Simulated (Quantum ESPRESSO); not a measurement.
# LaGaO3 (Pm-3m): zone-centre phonons, part 3 of 3

Which modes does LaGaO3 (Pm-3m) have at the zone centre?

Quantum ESPRESSO 7.5; DFT LDA, scalar-relativistic, plane waves, GBRV ultrasoft pseudopotentials.

So far. Step 5 (Linear response at Γ): The acoustic modes at Γ come out as far as 7.9 cm⁻¹ from zero, where they should vanish, a small numerical error; the Born charges miss their sum rule by 0.0037 e, which is good. Step 6 (Modes with the sum rule): The rule also moves an optical mode by 0.5 cm⁻¹. The relaxed cell has a = 3.834 Å (conventional setting).

**7. Sum rules set otherwise (asr no)**

Without the rule the raw error of the acoustic modes shows.

Contents of dynmat.in:

```
 &input
    fildyn='g.dyn',
    asr='no',
    fileig='dynmat.eig',
    lperm=.true.,
 /
```

Launch:

```bash
> dynmat.x -in dynmat.in > dynmat.out
```

The log of the run:

```text
[banner, memory and clock lines left out]
Program DYNMAT v.7.5

     Reading Dynamical Matrix from file g.dyn
     ...Force constants read
     ...epsilon and Z* read
     A direction for q was not specified:TO-LO splitting will be absent

     Polarizability (A^3 units)
     multiply by 0.419272 for Clausius-Mossotti correction
        18.635759    0.000000    0.000000
         0.000000   18.635759    0.000000
         0.000000    0.000000   18.635759

     IR activities are in (D/A)^2/amu units

# mode   [cm-1]    [THz]      IR
    1     -7.90   -0.2370    0.0003
    2     -7.90   -0.2370    0.0003
    3     -7.90   -0.2370    0.0003
    4     88.12    2.6417   15.0376
    5     88.12    2.6417   15.0376
    6     88.12    2.6417   15.0376
    7    185.26    5.5538    0.0000
    8    185.26    5.5538    0.0000
    9    185.26    5.5538    0.0000
   10    258.37    7.7457   13.4939
   11    258.37    7.7457   13.4939
   12    258.37    7.7457   13.4939
   13    677.26   20.3037    6.4954
   14    677.26   20.3037    6.4954
   15    677.26   20.3037    6.4954

Electronic dielectric permittivity tensor (relative, adimensional)
         5.155256    0.000000    0.000000
         0.000000    5.155256    0.000000
         0.000000    0.000000    5.155256

 ... with zone-center polar mode contributions
        86.631269   -0.000000   -0.000000
        -0.000000   86.631269    0.000000
        -0.000000    0.000000   86.631269

[end of the log left out, with the tail of the file of modes that dynmat.x writes under the same name]
```

Elapsed: 0.45 s, on 1 thread of Arm Neoverse V1, shared host.

Read from the output:

```
highest optical zone-centre mode (no LO-TO term) : 677.3 cm⁻¹
lowest optical zone-centre mode                  : 88.12 cm⁻¹
mean static dielectric constant                  : 86.63
```

Zone-centre frequencies as printed; negative means imaginary. Modes:

| mode | frequency (cm⁻¹) |
| --- | --- |
| 1 | -7.9 |
| 2 | -7.9 |
| 3 | -7.9 |
| 4 | 88.12 |
| 5 | 88.12 |
| 6 | 88.12 |
| 7 | 185.3 |
| 8 | 185.3 |
| 9 | 185.3 |
| 10 | 258.4 |
| 11 | 258.4 |
| 12 | 258.4 |
| 13 | 677.3 |
| 14 | 677.3 |
| 15 | 677.3 |

Against the first rule no mode moves by more than 8.0 cm⁻¹.

**8. Sum rules set otherwise: a sum rule for molecules or wires on a crystal**

This rule also removes rotations, which suits molecules and not a crystal; it is tried to see the harm.

Contents of dynmat.in:

```
 &input
    fildyn='g.dyn',
    asr='zero-dim',
    fileig='dynmat.eig',
    lperm=.true.,
 /
```

Launch:

```bash
> dynmat.x -in dynmat.in > dynmat.out
```

The log of the run:

```text
[banner, memory and clock lines left out]
Program DYNMAT v.7.5

     Reading Dynamical Matrix from file g.dyn
     ...Force constants read
     ...epsilon and Z* read
     Acoustic Sum Rule: || Z*(ASR) - Z*(orig)|| =    3.035477E+00
     Acoustic Sum Rule: ||dyn(ASR) - dyn(orig)||=    3.036294E-01
     A direction for q was not specified:TO-LO splitting will be absent

     Polarizability (A^3 units)
     multiply by 0.419272 for Clausius-Mossotti correction
        18.635759    0.000000    0.000000
         0.000000   18.635759    0.000000
         0.000000    0.000000   18.635759

     IR activities are in (D/A)^2/amu units

# mode   [cm-1]    [THz]      IR
    1     -0.00   -0.0000    0.0000
    2     -0.00   -0.0000    0.0000
    3     -0.00   -0.0000    0.0000
    4      0.00    0.0000    0.0000
    5      0.00    0.0000    0.0000
    6      0.00    0.0000    0.0000
    7     88.20    2.6443   15.0439
    8    136.85    4.1027   24.2820
    9    136.85    4.1027   24.2820
   10    252.10    7.5576    5.8948
   11    252.10    7.5576    5.8948
   12    258.36    7.7455   13.4992
   13    638.14   19.1308    3.9597
   14    638.14   19.1308    3.9597
   15    677.26   20.3038    6.4977

Electronic dielectric permittivity tensor (relative, adimensional)
         5.155256    0.000000    0.000000
         0.000000    5.155256    0.000000
         0.000000    0.000000    5.155256

 ... with zone-center polar mode contributions
        67.573896    9.474185    9.474185
         9.474185   67.573896    9.474185
         9.474185    9.474185   67.573896

[end of the log left out, with the tail of the file of modes that dynmat.x writes under the same name]
```

Elapsed: 0.45 s, on 1 thread.

The program raised no error, yet the settings are not those of a careful run.

The fault: a sum rule for molecules or wires on a crystal; 3 optical modes are projected out to zero frequency, as if they were rotations, and the static dielectric tensor is spoilt.

For a crystal the rule has to be 'simple' or 'crystal'.

Zone-centre frequencies as printed; negative means imaginary. Modes:

| mode | frequency (cm⁻¹) |
| --- | --- |
| 1 | 0 |
| 2 | 0 |
| 3 | 0 |
| 4 | 0 |
| 5 | 0 |
| 6 | 0 |
| 7 | 88.2 |
| 8 | 136.8 |
| 9 | 136.8 |
| 10 | 252.1 |
| 11 | 252.1 |
| 12 | 258.4 |
| 13 | 638.1 |
| 14 | 638.1 |
| 15 | 677.3 |

**9. The LO-TO splitting (1 0 0)**

A longitudinal polar mode sets up a macroscopic field that stiffens it; the term hangs on the direction from which q goes to zero.

Contents of dynmat.in:

```
 &input
    fildyn='g.dyn',
    asr='simple',
    fileig='dynmat.eig',
    q(1)=1.0,
    q(2)=0.0,
    q(3)=0.0,
 /
```

Launch:

```bash
> dynmat.x -in dynmat.in > dynmat.out
```

The log of the run:

```text
[banner, memory and clock lines left out]
Program DYNMAT v.7.5

     Reading Dynamical Matrix from file g.dyn
     ...Force constants read
     ...epsilon and Z* read

     Polarizability (A^3 units)
     multiply by 0.419272 for Clausius-Mossotti correction
        18.635759    0.000000    0.000000
         0.000000   18.635759    0.000000
         0.000000    0.000000   18.635759

     IR activities are in (D/A)^2/amu units

# mode   [cm-1]    [THz]      IR
    1     -0.00   -0.0000    0.0000
    2     -0.00   -0.0000    0.0000
    3      0.00    0.0000    0.0000
    4     88.60    2.6561   15.0283
    5     88.60    2.6561   15.0283
    6    185.31    5.5556    0.5420
    7    185.63    5.5650    0.0000
    8    185.63    5.5650    0.0000
    9    185.63    5.5650    0.0000
   10    258.55    7.7512   13.5153
   11    258.55    7.7512   13.5153
   12    464.59   13.9280   17.4042
   13    677.37   20.3069    6.4972
   14    677.37   20.3069    6.4972
   15    735.23   22.0417   17.0946

[end of the log left out, with the tail of the file of modes that dynmat.x writes under the same name]
```

Run time: 0.45 s. Hardware: 1 thread.

Read from the output:

- highest mode moved by the LO-TO term: 735.2 cm⁻¹

Zone-centre frequencies as printed; negative means imaginary. Modes:

| mode | frequency (cm⁻¹) |
| --- | --- |
| 1 | 0 |
| 2 | 0 |
| 3 | 0 |
| 4 | 88.6 |
| 5 | 88.6 |
| 6 | 185.3 |
| 7 | 185.6 |
| 8 | 185.6 |
| 9 | 185.6 |
| 10 | 258.6 |
| 11 | 258.6 |
| 12 | 464.6 |
| 13 | 677.4 |
| 14 | 677.4 |
| 15 | 735.2 |

The field moves 3 modes; the highest of them now lies at 735 cm⁻¹, where the highest that moved away lay at 677.

**10. What came out**

```
space group after relaxation                                           : Pm-3m
volume per atom                                                        : 11.3 Å³
gap on the k-mesh                                                      : 3.34 eV
highest optical zone-centre mode (no LO-TO term)                       : 677.4 cm⁻¹
lowest optical zone-centre mode                                        : 88.6 cm⁻¹
highest mode moved by the LO-TO term                                   : 735.2 cm⁻¹
mean high-frequency dielectric constant                                : 5.16
largest Born charge in size (third of the trace)                       : 4.45 e
mean static dielectric constant                                        : 85.8
imaginary optical modes at the zone centre (no q mesh in this session) : none
```

In words: At the LDA level the optical modes of LaGaO3 (Pm-3m) at the zone centre (no LO-TO term) run from 89 to 677 cm⁻¹. Along the directions run, the highest mode that the macroscopic field moves lies at 735 cm⁻¹. Lattice motion raises the mean dielectric constant from 5.155 to 85.80. Of the 12 optical modes, 9 are infrared active alone and 3 are silent. These are harmonic frequencies at zero temperature: anharmonic shifts and linewidths and thermal expansion are left out. Spin-orbit coupling is left out, which can matter for the heavy elements here. The structure comes from a database and need not be the phase that is stable at ambient conditions.

[Host names and launcher messages were left out of these logs when they were recorded.]

[Logs are printed without paths, hosts, clocks, repeated set-up lines and the standing remarks that a program may print on its own settings, such as how far it seeks lower states.]

[Hosts, paths, dates, database ids (printed as entryN), source tags and the programs' standing remarks are cut or masked in the printed files.]
